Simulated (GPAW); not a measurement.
# Calculated records

### Quasiparticle gap of BaAlGeH (P3m1) in GPAW

It takes space group P3m1 (No. 156, trigonal). The conventional cell has a = 4.345 Å, b = 4.345 Å, c = 5.216 Å, α = 90.00°, β = 90.00°, γ = 120.00°. Nearest to Ba lie 3 H at 2.60 Å. Al has 1 H at 1.73 Å and 3 Ge at 2.55 Å nearest. Ge has 3 Al at 2.55 Å nearest. Nearest to H lie 1 Al at 1.73 Å and 3 Ba at 2.60 Å. Farther neighbours are not listed.

| Quantity | Value |
| --- | --- |
| method | DFT, LDA, plane waves, PAW (and 1 further level or step) |
| program | GPAW 26.7.0 |
| settings of one run | cutoff 600 eV, GPAW PAW setups 1.2.1 data release, 3×3×2 k-mesh, nbands 111 |
| cost | 3 runs, 28 s in all on 4 MPI ranks of Intel Xeon 6975P-C (Granite Rapids), shared host (the runs of this entry) |
| notes | The cell and positions come from the Crystallography Open Database and are kept as given unless a step says otherwise. Limits: no spin-orbit coupling. Only 2 of the mesh’s irreducible points were corrected, so a valley elsewhere could overtake. Bands and cutoff are finite, so the gap is not at the basis limit. The miss can reach some tenths of an eV and take either sign; the mesh is an error of its own. The 3×3×2 mesh is coarse for this cell, which bears on the long-range parts of exchange and screening. |
| LDA gap | 0.76 eV, indirect |
| G0W0 gap on the mesh | 1.58 eV |
| G0W0 gap over the zone (rigid shift) | 1.27 eV |
| GW settings | 3×3×2 mesh, 101 bands, screening to 65 eV, Godby-Needs plasmon pole |
| known limits | not at the basis limit; no spin-orbit coupling; coarse k mesh |

G0W0 moves the gap on the mesh from 1.07 eV to 1.58 eV (+0.51 eV), with Z of 0.78 and 0.78 at the edges. The mesh misses the band edges by 0.31 eV in all; a rigid shift gives 1.27 eV for the zone.

[Runs of the session that timed out or met a known fault of the program may be left out.]

[Hosts, paths, dates, database ids (printed as entryN), source tags and the programs' standing remarks are cut or masked in the printed files.]
